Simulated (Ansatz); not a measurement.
**ZnB2S4: complex band structure**

A new crystal, ZnB2S4: structure, gap and complex bands. It is built by putting B for Ga in the ZnGa2S4 structure of space group I-4, with the volume rescaled by atomic radii. The parent structure comes from the Materials Project.

Method: r2SCAN DFT, plane waves, PAW files, in the first sound run; inputs show where later runs differ, in Ansatz 0.2.0.

The structure was built from a prototype and need not be the compound's stable phase.

## (1) The structure

Symmetry: I-4, No. 82, tetragonal system. The conventional cell has a = 5.002 Å, b = 5.002 Å, c = 9.813 Å, α = 90.00°, β = 90.00°, γ = 90.00°. Nearest to Zn lie 4 S at 2.21 Å. B has 4 S at 2.15 Å nearest. Nearest to B lie 4 S at 2.16 Å. Nearest to S lie 2 B at 2.15 to 2.16 Å and 1 Zn at 2.21 Å. It derives from ZnGa2S4. B for Ga in the ZnGa2S4 structure of space group I-4. Farther neighbours and most contacts between anions are not listed.

## (2) Cell and atoms at rest

The substituted atoms don't fit the parent's cell, so cell and atoms relax together. A small smearing keeps the run stable in case the gap closes on the way.

Contents of input.yaml:

```yaml
crystal:
  lattice:
    - [-2.5009227095, 2.5009227095, 4.9064393274]
    - [2.5009227095, -2.5009227095, 4.9064393274]
    - [2.5009227095, 2.5009227095, -4.9064393274]
  atoms:
    - { symbol: Zn, position: [0.25, 0.75, 0.5] }
    - { symbol: B, position: [0.0, 0.0, 0.0] }
    - { symbol: B, position: [0.75, 0.25, 0.5] }
    - { symbol: S, position: [0.37901346, 0.37046932, 0.50967432] }
    - { symbol: S, position: [0.62953068, 0.139205, 0.00854414] }
    - { symbol: S, position: [0.860795, 0.86933914, 0.49032568] }
    - { symbol: S, position: [0.13066086, 0.62098654, 0.99145586] }
kpoints:
  mp_grid: { grid: [6, 6, 6] }
scf:
  occupations: { method: gaussian, width: 0.03 }
hamiltonian:
  xc: r2scan
output:
  forces: true
  stress: true
relax:
  f_tol: 0.02
  max_steps: 60
  cell: {}
```

Command:

```sh
> ansatz run input.yaml --threads 2 --pin off --max-ram 4096MiB --backend cpu --events-out ev --progress --plain --runs-dir out
```

Numbers of over 12 decimals in the logs are rounded to 6 here.

Log:

```text
Engine: ansatz 0.2.0, x86_64-unknown-linux-gnu
Pseudopotentials: kind: paw
Pseudopotential: Zn, paw, valence charge 12, recommended cutoff 500 eV (meta_gga), Zn.paw.azcp
Pseudopotential: B, paw, valence charge 3, recommended cutoff 500 eV (meta_gga), B.paw.azcp
Pseudopotential: S, paw, valence charge 6, recommended cutoff 500 eV (meta_gga), S.paw.azcp
Functional definition: r2SCAN
  parameter k0 = 0.174
  parameter k1 = 0.065
  parameter a1 = 4.9479
  exchange = r2scan_x(k0 = k0, k1 = k1, a1 = a1)
  correlation = r2scan_c
Crystal: 7 atoms, lattice volume = 122.752 Å³
Basis set: ecut = 500 eV, 3057 PW (Γ), exchange–correlation on 180×180×180 points (64 copies of the dense FFT grid, shifted against one another)
Bands: 28, of which v1, the nominal top of the filled ones, is band 21 counted from 1 (20 counted from 0)
Symmetry: 4 space group operations
Space group: I-4 (ITA 82), of the structure as read, at distance tolerance 5.0e-5 Å
k-points: 36 of 216 (time reversal used)
Non-local potential: Zn, projectors of the file, l = 0: 2, l = 1: 2, l = 2: 3, l = 3: 1
Non-local potential: B, projectors of the file, l = 0: 2, l = 1: 2, l = 2: 1
Non-local potential: S, projectors of the file, l = 0: 2, l = 1: 2, l = 2: 2
PAW form: soft (Blöchl's): semilocal exchange-correlation on the pseudo side does not see the compensation charge
PAW frozen core: Zn, regenerated for the run's functional (the file was generated under x = pbe(κ = 0.804, μ = 0.219515), c = pbe(β = 0.066725))
PAW frozen core: B, regenerated for the run's functional (the file was generated under x = pbe(κ = 0.804, μ = 0.219515), c = pbe(β = 0.066725))
PAW frozen core: S, regenerated for the run's functional (the file was generated under x = pbe(κ = 0.804, μ = 0.219515), c = pbe(β = 0.066725))
PAW one-centre angular grid: Zn, 590 points (default); XC on 261 of its mesh's 2673 points in the sphere
PAW one-centre angular grid: B, 302 points (default); XC on 160 Gauss nodes
PAW one-centre angular grid: S, 302 points (default); XC on 160 Gauss nodes
Initial density: superposition of atomic densities (neutral atoms: chi_scale 0, normalization atom), corrected by the library's trained network
Initial wavefunctions: pseudopotential atomic-orbital guess
Functional: x = r2scan, c = r2scan; τ floored in thin density (d = 2e-4 eV/Å³)
SCF iter   1: F=—  HF=-7263.806232 eV  |F-HF|=—  |Δ(HF+E_count)|=         —  Δρ=1.08e-2  dr2=1.07e-1  dr2_τ=8.43e-2  ethr=1.77e-3  ⟨swp⟩=6.7  Hψ=5082  notcnv=0  defer=1
preconditioner: auto → Resta (q_TF=auto, 2.282 Å⁻¹)  ε∞=5.1  [insulator: Δε(μ)=2.711 eV  Ē_g=10.738 eV  σ=0.030 eV  W_gap=1.00  n_scr=22 (ndim 8)  ℏωp=21.7 eV  f_vac=0.000  D(μ)=0.00/eV (n_scr^D=0)  ε∞_Penn≈5.1]
SCF iter   2: F=—  HF=-7263.836808 eV  |F-HF|=—  |Δ(HF+E_count)|=   3.06e-2  Δρ=3.40e-3  dr2=1.18e-2  dr2_τ=4.06e-4  ethr=2.56e-4  ⟨swp⟩=2.1  Hψ=2085  notcnv=0  defer=71
SCF iter   3: F=—  HF=-7263.832274 eV  |F-HF|=—  |Δ(HF+E_count)|=   4.53e-3  Δρ=2.77e-3  dr2=5.90e-3  dr2_τ=7.10e-5  ethr=2.82e-5  ⟨swp⟩=2.0  Hψ=1728  notcnv=0  defer=35
automatic band count: iteration 3 solves 27 bands in place of 28: the levels show a gap, and the empty bands left out lie too high to hold charge; the band table lists the bands solved (type scf.n_extra_bands for more)
SCF iter   4: F=—  HF=-7263.831202 eV  |F-HF|=—  |Δ(HF+E_count)|=   1.07e-3  Δρ=4.27e-4  dr2=2.17e-4  dr2_τ=6.34e-6  ethr=1.40e-5  ⟨swp⟩=2.0  Hψ=1689  notcnv=0  defer=35
SCF iter   5: F=—  HF=-7263.831226 eV  |F-HF|=—  |Δ(HF+E_count)|=   2.36e-5  Δρ=1.14e-4  dr2=2.12e-5  dr2_τ=3.56e-7  ethr=5.17e-7  ⟨swp⟩=2.6  Hψ=2041  notcnv=0  defer=35
SCF iter   6: F=—  HF=-7263.831278 eV  |F-HF|=—  |Δ(HF+E_count)|=   5.19e-5  Δρ=3.87e-5  dr2=2.69e-6  dr2_τ=3.40e-7  ethr=5.04e-8  ⟨swp⟩=2.5  Hψ=1600  notcnv=0  defer=14
automatic band count: iteration 6 solves 26 bands in place of 27: the levels show a gap, and the empty bands left out lie too high to hold charge; the band table lists the bands solved (type scf.n_extra_bands for more)
SCF iter   7: F=—  HF=-7263.831277 eV  |F-HF|=—  |Δ(HF+E_count)|=   3.11e-7  Δρ=1.25e-5  dr2=1.80e-7  dr2_τ=4.49e-9  ethr=6.41e-9  ⟨swp⟩=2.1  Hψ=1525  notcnv=0  defer=14
SCF iter   8: F=-7263.831278 eV  HF=-7263.831278 eV  |F-HF|=3.41e-9  |Δ(HF+E_count)|=   9.86e-8  Δρ=2.71e-6  dr2=1.23e-8  dr2_τ=4.96e-10  ethr=2.38e-10  ⟨swp⟩=4.9  Hψ=3431  notcnv=0
SCF 1 converged in 8 iterations: F = -7263.831278 eV  dr2 = 1.23e-8
  greatest PAW one-centre occupation: 0.982 electrons in one spin orbital (limit 2), on the Zn atom at site 0 (counted from 0), in its partial waves of l = 2
relax step   1: F+E_penalty+E_count = -7263.83127753 eV  Δ(F+E_penalty+E_count) = +0.000e0 eV  max|allowed force component| = 3.127e0 eV/Å  Δτ_max = 0.0000 Å  P = -10.888 GPa  Ω = 122.752 Å³  (8 SCF iters, dr2 threshold 1.00e-7 eV, accepted)
Crystal: 7 atoms, lattice volume = 109.778 Å³
Basis set: ecut = 500 eV, 2777 PW (Γ), exchange–correlation on 180×180×180 points (64 copies of the dense FFT grid, shifted against one another)
Initial density: handed on by an earlier stage of this run
Initial wavefunctions: those handed on with the density
iter 1 solved again at ethr=9.29e-4 eV; its pass at ethr=3.10e-3 eV (dr2=3.90e-1 eV) is discarded
SCF iter   1: F=—  HF=-7265.949232 eV  |F-HF|=—  |Δ(HF+E_count)|=         —  Δρ=1.87e-2  dr2=3.89e-1  dr2_τ=4.83e-1  ethr=9.29e-4  ⟨swp⟩=1.0  Hψ=6502  notcnv=0
automatic band count: iteration 1 solves 26 bands in place of 28: the levels show a gap, and the empty bands left out lie too high to hold charge; the band table lists the bands solved (type scf.n_extra_bands for more)
preconditioner: auto → Resta (q_TF=auto, 2.325 Å⁻¹)  ε∞=5.4  [insulator: Δε(μ)=3.038 eV  Ē_g=10.918 eV  σ=0.030 eV  W_gap=1.00  n_scr=22 (ndim 8)  ℏωp=23.0 eV  f_vac=0.000  D(μ)=0.00/eV (n_scr^D=0)  ε∞_Penn≈5.4]
SCF iter   2: F=—  HF=-7265.925407 eV  |F-HF|=—  |Δ(HF+E_count)|=   2.38e-2  Δρ=9.39e-3  dr2=8.57e-2  dr2_τ=1.27e-3  ethr=9.26e-4  ⟨swp⟩=3.1  Hψ=1882  notcnv=0
SCF iter   3: F=—  HF=-7265.920258 eV  |F-HF|=—  |Δ(HF+E_count)|=   5.15e-3  Δρ=2.58e-3  dr2=5.39e-3  dr2_τ=3.68e-4  ethr=2.04e-4  ⟨swp⟩=4.0  Hψ=2039  notcnv=0
SCF iter   4: F=—  HF=-7265.920305 eV  |F-HF|=—  |Δ(HF+E_count)|=   4.78e-5  Δρ=1.74e-3  dr2=1.81e-3  dr2_τ=3.83e-5  ethr=1.28e-5  ⟨swp⟩=2.1  Hψ=1970  notcnv=0  defer=35
SCF iter   5: F=—  HF=-7265.919475 eV  |F-HF|=—  |Δ(HF+E_count)|=   8.30e-4  Δρ=4.07e-4  dr2=1.31e-4  dr2_τ=3.33e-6  ethr=4.30e-6  ⟨swp⟩=2.0  Hψ=1612  notcnv=0  defer=35
[...]
automatic band count: iteration 1 solves 25 bands in place of 28: the levels show a gap, and the empty bands left out lie too high to hold charge; the band table lists the bands solved (type scf.n_extra_bands for more)
preconditioner: auto → Resta (q_TF=auto, 2.331 Å⁻¹)  ε∞=5.5  [insulator: Δε(μ)=3.126 eV  Ē_g=10.970 eV  σ=0.030 eV  W_gap=1.00  n_scr=22 (ndim 8)  ℏωp=23.2 eV  f_vac=0.000  D(μ)=0.00/eV (n_scr^D=0)  ε∞_Penn≈5.5]
SCF iter   2: F=—  HF=-7266.173483 eV  |F-HF|=—  |Δ(HF+E_count)|=   1.22e-1  Δρ=6.21e-3  dr2=2.91e-2  dr2_τ=4.24e-4  ethr=2.95e-4  ⟨swp⟩=3.1  Hψ=1855  notcnv=0
SCF iter   3: F=—  HF=-7266.175109 eV  |F-HF|=—  |Δ(HF+E_count)|=   1.63e-3  Δρ=1.04e-3  dr2=8.57e-4  dr2_τ=6.22e-5  ethr=6.92e-5  ⟨swp⟩=3.9  Hψ=1878  notcnv=0
SCF iter   4: F=—  HF=-7266.175642 eV  |F-HF|=—  |Δ(HF+E_count)|=   5.33e-4  Δρ=5.90e-4  dr2=2.17e-4  dr2_τ=2.46e-6  ethr=2.04e-6  ⟨swp⟩=3.0  Hψ=2328  notcnv=0
SCF iter   5: F=—  HF=-7266.175589 eV  |F-HF|=—  |Δ(HF+E_count)|=   5.30e-5  Δρ=1.65e-4  dr2=1.81e-5  dr2_τ=6.71e-7  ethr=5.17e-7  ⟨swp⟩=3.1  Hψ=1779  notcnv=0
SCF iter   6: F=—  HF=-7266.175604 eV  |F-HF|=—  |Δ(HF+E_count)|=   1.50e-5  Δρ=3.19e-5  dr2=8.91e-7  dr2_τ=5.04e-8  ethr=4.31e-8  ⟨swp⟩=3.1  Hψ=2318  notcnv=0
SCF iter   7: F=-7266.175605 eV  HF=-7266.175605 eV  |F-HF|=3.71e-8  |Δ(HF+E_count)|=   6.91e-7  Δρ=8.96e-6  dr2=7.62e-8  dr2_τ=2.53e-9  ethr=1.67e-9  ⟨swp⟩=6.0  Hψ=4668  notcnv=0
SCF 3 converged in 7 iterations: F = -7266.175605 eV  dr2 = 7.62e-8
  greatest PAW one-centre occupation: 0.983 electrons in one spin orbital (limit 2), on the Zn atom at site 0 (counted from 0), in its partial waves of l = 2
relax step   3: F+E_penalty+E_count = -7266.17560505 eV  Δ(F+E_penalty+E_count) = -2.560e-1 eV  max|allowed force component| = 3.470e-1 eV/Å  Δτ_max = 0.1171 Å  P = +2.743 GPa  Ω = 107.853 Å³  energy of the carried Pulay correction = +2.426e-3 eV  (7 SCF iters, dr2 threshold 7.00e-7 eV, accepted)
[...]
relax step   4: F+E_penalty+E_count = -7266.22597675 eV  Δ(F+E_penalty+E_count) = -5.037e-2 eV  max|allowed force component| = 1.240e-2 eV/Å  Δτ_max = 0.0202 Å  P = +0.419 GPa  Ω = 109.300 Å³  energy of the carried Pulay correction = +2.177e-3 eV  (6 SCF iters, dr2 threshold 7.00e-7 eV, accepted)
[...]
relax step   5: F+E_penalty+E_count = -7266.22920844 eV  Δ(F+E_penalty+E_count) = -3.232e-3 eV  max|allowed force component| = 2.717e-3 eV/Å  Δτ_max = 0.0066 Å  P = -0.052 GPa  Ω = 109.916 Å³  energy of the carried Pulay correction = +2.072e-3 eV  (6 SCF iters, dr2 threshold 7.00e-7 eV, accepted)
[...]
relax step   6: F+E_penalty+E_count = -7266.22931974 eV  Δ(F+E_penalty+E_count) = -1.113e-4 eV  max|allowed force component| = 3.106e-3 eV/Å  Δτ_max = 0.0009 Å  P = +0.041 GPa  Ω = 109.797 Å³  energy of the carried Pulay correction = +2.092e-3 eV  (4 SCF iters, dr2 threshold 5.85e-8 eV, accepted)
[...]
relax step   7: F+E_penalty+E_count = -7266.22931547 eV  Δ(F+E_penalty+E_count) = +4.268e-6 eV  max|allowed force component| = 6.228e-3 eV/Å  Δτ_max = 0.0015 Å  P = +0.013 GPa  Ω = 109.880 Å³  energy of the carried Pulay correction = +2.078e-3 eV  (6 SCF iters, dr2 threshold 1.10e-8 eV, accepted)
Initial wavefunctions: pseudopotential atomic-orbital guess (no wavefunctions were taken with the density)
iter 1 solved again at ethr=5.63e-7 eV; its pass at ethr=3.10e-3 eV (dr2=2.36e-4 eV) is discarded
SCF iter   1: F=—  HF=-7266.227963 eV  |F-HF|=—  |Δ(HF+E_count)|=         —  Δρ=9.75e-5  dr2=1.11e-6  dr2_τ=3.22e-6  ethr=5.63e-7  ⟨swp⟩=3.0  Hψ=8020  notcnv=0
preconditioner: auto → Resta (q_TF=auto, 2.324 Å⁻¹)  ε∞=4.9  [insulator: Δε(μ)=3.098 eV  Ē_g=11.618 eV  σ=0.030 eV  W_gap=1.00  n_scr=22 (ndim 8)  ℏωp=23.0 eV  f_vac=0.000  D(μ)=0.00/eV (n_scr^D=0)  ε∞_Penn≈4.9]
SCF iter   2: F=—  HF=-7266.228045 eV  |F-HF|=—  |Δ(HF+E_count)|=   8.20e-5  Δρ=6.21e-5  dr2=1.05e-6  dr2_τ=4.59e-7  ethr=2.65e-9  ⟨swp⟩=2.0  Hψ=1625  notcnv=0
SCF iter   3: F=—  HF=-7266.228048 eV  |F-HF|=—  |Δ(HF+E_count)|=   3.14e-6  Δρ=1.59e-5  dr2=6.29e-8  dr2_τ=3.25e-8  ethr=2.51e-9  ⟨swp⟩=2.0  Hψ=1572  notcnv=0
SCF iter   4: F=—  HF=-7266.228048 eV  |F-HF|=—  |Δ(HF+E_count)|=   7.84e-8  Δρ=1.76e-6  dr2=1.05e-9  dr2_τ=1.79e-10  ethr=1.50e-10  ⟨swp⟩=2.0  Hψ=1743  notcnv=0
SCF iter   5: F=—  HF=-7266.228048 eV  |F-HF|=—  |Δ(HF+E_count)|=   7.25e-9  Δρ=7.91e-7  dr2=1.79e-10  dr2_τ=8.68e-11  ethr=2.49e-12  ⟨swp⟩=2.0  Hψ=1749  notcnv=0
SCF iter   6: F=-7266.228048 eV  HF=-7266.228048 eV  |F-HF|=4.18e-11  |Δ(HF+E_count)|=  5.64e-10  Δρ=1.93e-7  dr2=1.09e-11  dr2_τ=6.28e-12  ethr=1.00e-12  ⟨swp⟩=5.0  Hψ=3957  notcnv=0
SCF 8 converged in 6 iterations: F = -7266.228048 eV  dr2 = 1.09e-11
relax step   8: F+E_penalty+E_count = -7266.22804834 eV  Δ(F+E_penalty+E_count) = +1.267e-3 eV  max|allowed force component| = 6.121e-3 eV/Å  Δτ_max = 0.0000 Å  P = +0.005 GPa  Ω = 109.880 Å³  stress off target by 1.27e-2 GPa  SCF on the basis re-selected at this cell (its energy is not comparable with the rows above)  (6 SCF iters)
basis re-selected at this cell: Δ(F+E_penalty+E_count) = +1.267e-3 eV, ΔP = -0.008 GPa vs the last step (what re-selecting the basis moved, of the pressure what is left beyond the Pulay correction that the steps carried, after the strain that the cell walked since its last selection, with what the two solves' SCF thresholds leave and, on support functions, any second-order correction that the steps lacked; it is no m [...]
SCF converged after 6 iterations
Free energy (F): -7266.228048 eV
Harris-Foulkes:  -7266.228048 eV  (|F-HF|=4.18e-11)
Internal energy: -7266.228048 eV  (E = F + TS)
E sigma→0 (E₀):  -7266.228048 eV
Fermi energy:    7.675247 eV
--- Per-component energies (eV) ---
  E_band       = 1.427154
  E_kinetic    = 653.692990
  E_local      = -2533.338617  (includes V_loc(G=0)·N_el)
  E_nonlocal   = 753.045359
  E_hartree    = 1026.700768
  E_xc         = -553.629267
  E_vxc        = -514.247981  (∫ρ·V_xc dr)
  E_paw        = -4447.693266  (= ΣΔE_a)
  E_vpaw       = -435.772787  (= ΣTr[D̂ρ^β])
  E_aug_tail   = -0.000051  (compensation charges beyond the density's cutoff)
  E_vtau       = 24.646757  (kinetic-family band-sum trace: ∫τ·v_τ [+ j·A + Jᵃ·Aᵃ] dr)
  E_ewald      = -2164.347394
  E_core_change = -0.658570  (= ΣΔE_core)
  E_smearing   = -0.000000  (= −TS)
  E_closure    = -0.000000  (closes the sum)
  Σ components = -7266.228048   (vs F -7266.228048, Δ=0.00e0)
--- Forces (eV/Å), atoms counted from 1 ---
  atom   1  Zn     0.00000000    -0.00000000    -0.00000000
  atom   2  B      0.00000000    -0.00000000     0.00000000
  atom   3  B      0.00000000     0.00000000    -0.00000000
  atom   4  S      0.00612132     0.00209637    -0.00262822
  atom   5  S      0.00209637    -0.00612132     0.00262822
  atom   6  S     -0.00612132    -0.00209637    -0.00262822
  atom   7  S     -0.00209637     0.00612132     0.00262822
  max |Σ_I F_I| component: 2.43e-17 eV/Å
--- Stress (GPa, compression-positive) ---
        0.012676      -0.000000      -0.000000
        0.000000       0.012676       0.000000
       -0.000000       0.000000      -0.010344
  P = ⅓ Tr σ = 0.0050 GPa (0.050 kbar)
--- Relaxed structure (7 steps of the walk, 7 accepted, 1 SCFs on fresh bases) ---
  F+E_penalty+E_count = -7266.22804834 eV   max|allowed force component| = 6.121e-3 eV/Å   (the final SCF, on the basis selected at the relaxed cell)
  cell:  # Å, volume = 109.8797 Å³
    - [-2.518439, 2.518439, 4.331062]
    - [2.518439, -2.518439, 4.331062]
    - [2.518439, 2.518439, -4.331062]
  atoms:
    - { symbol: Zn, position: [0.25, 0.75, 0.500000] }
    - { symbol: B, position: [0, -8.035919928064221e-19, -8.283345069806986e-19] }
    - { symbol: B, position: [0.75, 0.25, 0.500000] }
    - { symbol: S, position: [0.378331, 0.314401, 0.459915] }
    - { symbol: S, position: [0.685599, 0.145514, 0.063930] }
    - { symbol: S, position: [0.854486, 0.918416, 0.540085] }
    - { symbol: S, position: [0.081584, 0.621669, 0.936070] }
```

The job ended after 33 s (2 threads of AMD EPYC 9R45, shared host; peak memory 0.86 GiB; 65 s of CPU time).

Step by step:

```tsv
step	energy less that of the first step (eV)	largest force component (eV/Å)	pressure (GPa)	volume (Å³)
1	0.0000	3.1274	-10.89	122.75
2	-2.0883	0.9236	-2.88	109.78
3	-2.3443	0.3470	2.74	107.85
4	-2.3947	0.0124	0.42	109.30
5	-2.3979	0.0027	-0.05	109.92
6	-2.3980	0.0031	0.04	109.80
7	-2.3980	0.0062	0.01	109.88
8*	-2.3968	0.0061	0.01	109.88
```

Relaxation steps marked * repeat the geometry before them on a plane-wave basis chosen anew for their cell, so energy and pressure can jump there.

Forces are held to the 4 operations that the run works with; a distortion that breaks them can't arise in this run.

```tsv
conventional cell, symmetrised	before	after	change
a (Å)	5.002	5.037	+0.7 %
b (Å)	5.002	5.037	+0.7 %
c (Å)	9.813	8.662	-11.7 %
volume (Å³/atom)	17.54	15.70	-10.5 %
```

The atoms that moved most (Å, as changes of fractional coordinates times the final cell):

```tsv
atom	dx	dy	dz	length
S4	-0.265	0.014	-0.030	0.267
S7	-0.014	-0.265	0.030	0.267
S5	0.014	0.265	0.030	0.267
S6	0.265	-0.014	-0.030	0.267
```

This step gave:

```yaml
free_energy: -7266.2280 eV
fermi_energy: 7.675 eV
pressure: 0.005003 GPa
```

The largest force component on a free atom ends at 0.0061 eV/Å.

## (3) The bulk crystal and its band edges

The energy window and the wavevectors of the next steps follow from the band edges, so these are searched first, off the mesh as well.

Contents of input.yaml:

```yaml
crystal:
  lattice:
    - [-2.5184394285, 2.5184394285, 4.3310624473]
    - [2.5184394285, -2.5184394285, 4.3310624473]
    - [2.5184394285, 2.5184394285, -4.3310624473]
  atoms:
    - { symbol: Zn, position: [0.25, 0.75, 0.5] }
    - { symbol: B, position: [0.0, 0.0, 0.0] }
    - { symbol: B, position: [0.75, 0.25, 0.5] }
    - { symbol: S, position: [0.3783308741, 0.3144009837, 0.4599145992] }
    - { symbol: S, position: [0.6855990163, 0.1455136155, 0.0639298904] }
    - { symbol: S, position: [0.8544863845, 0.9184162749, 0.5400854008] }
    - { symbol: S, position: [0.0815837251, 0.6216691259, 0.9360701096] }
kpoints:
  mp_grid: { grid: [6, 6, 6] }
  band_path: { path: [VBM, CBM], npoints: 30 }
scf:
  occupations: { method: fixed }
hamiltonian:
  xc: r2scan
output:
  eigenvalues: true
  write_potential: true
  write_density: true
  volumetric_format: npy
```

Log:

```text
[...]
Crystal: 7 atoms, lattice volume = 109.880 Å³
Basis set: ecut = 500 eV, 2791 PW (Γ), exchange–correlation on 180×180×180 points (64 copies of the dense FFT grid, shifted against one another)
Bands: 28, of which v1, the nominal top of the filled ones, is band 21 counted from 1 (20 counted from 0)
Symmetry: 4 space group operations
[...]
k-points: 36 of 216 (time reversal used)
[...]
SCF iter   1: F=—  HF=-7266.146248 eV  |F-HF|=—  |Δ(HF+E_count)|=         —  Δρ=1.08e-2  dr2=7.41e-2  dr2_τ=1.99e-1  ethr=1.77e-3  ⟨swp⟩=4.9  Hψ=4249  notcnv=0  defer=168
[...]
SCF iter   7: F=-7266.228048 eV  HF=-7266.228048 eV  |F-HF|=1.92e-9  |Δ(HF+E_count)|=   2.36e-7  Δρ=6.77e-6  dr2=5.80e-8  dr2_τ=1.24e-9  ethr=2.38e-10  ⟨swp⟩=9.8  Hψ=4472  notcnv=0
SCF 1 converged in 7 iterations: F = -7266.228048 eV  dr2 = 5.80e-8
[...]
NSCF: frozen V_eff on 36 k-points
[...]
SCF converged after 7 iterations
Free energy (F): -7266.228048 eV
[...]
Internal energy: -7266.228048 eV  (E = F + TS)
E sigma→0 (E₀):  -7266.228048 eV
Fermi energy:    6.126271 eV
[...]
--- Band table (eV; the first three rows and the last of 36) ---
  k-point 0: bands = [... 17 lower, 3.9343, 6.0371, 6.0371, 6.1263, 9.2242, 9.7569, 11.4039, 11.4039, ... 3 higher]
  k-point 1: bands = [... 17 lower, 4.2177, 5.1837, 5.6346, 5.8962, 9.5989, 10.8451, 11.3876, 11.5089, ... 3 higher]
  k-point 2: bands = [... 17 lower, 4.5216, 4.9389, 5.3426, 5.6660, 10.3632, 11.0407, 11.2131, 11.9148, ... 3 higher]
  k-point 35: bands = [... 17 lower, 3.8526, 4.2940, 5.4827, 5.4827, 9.8975, 10.0170, 10.3090, 10.3090, ... 3 higher]
```

Wall time 13 s (2 threads); peak memory 0.74 GiB; 25 s of CPU time.

Numbers from this step:

| Item | Value |
| --- | --- |
| Fermi energy | 6.126 eV |
| gap on the k-mesh | 3.098 eV |
| gap on path | 3.098 eV, by band count; negative where bands overlap |
| direct gap on path | 3.098 eV |
| edge places on path | 0, 0 1/A along the path |

Levels at VBM (eV): -6.61, -6.39, -6.39, -6.35, -6.29, -5.63, -5.49, -5.49, -4.92, -3.48, -3.12, -2.19, -2.19, -0.09, -0.09, 0.00, 3.10, 3.63, 5.28, 5.28, 5.70, 6.02, 7.42.

The searched edges give 3.10 eV, as on the mesh.

(Part 1 of 2 ends here.)

[Logs are printed without paths, hosts, clocks, repeated set-up lines and the standing remarks that a program may print on its own settings, such as how far it seeks lower states.]

[Hosts, paths, dates, database ids (printed as entryN), source tags and the programs' standing remarks are cut or masked in the printed files.]
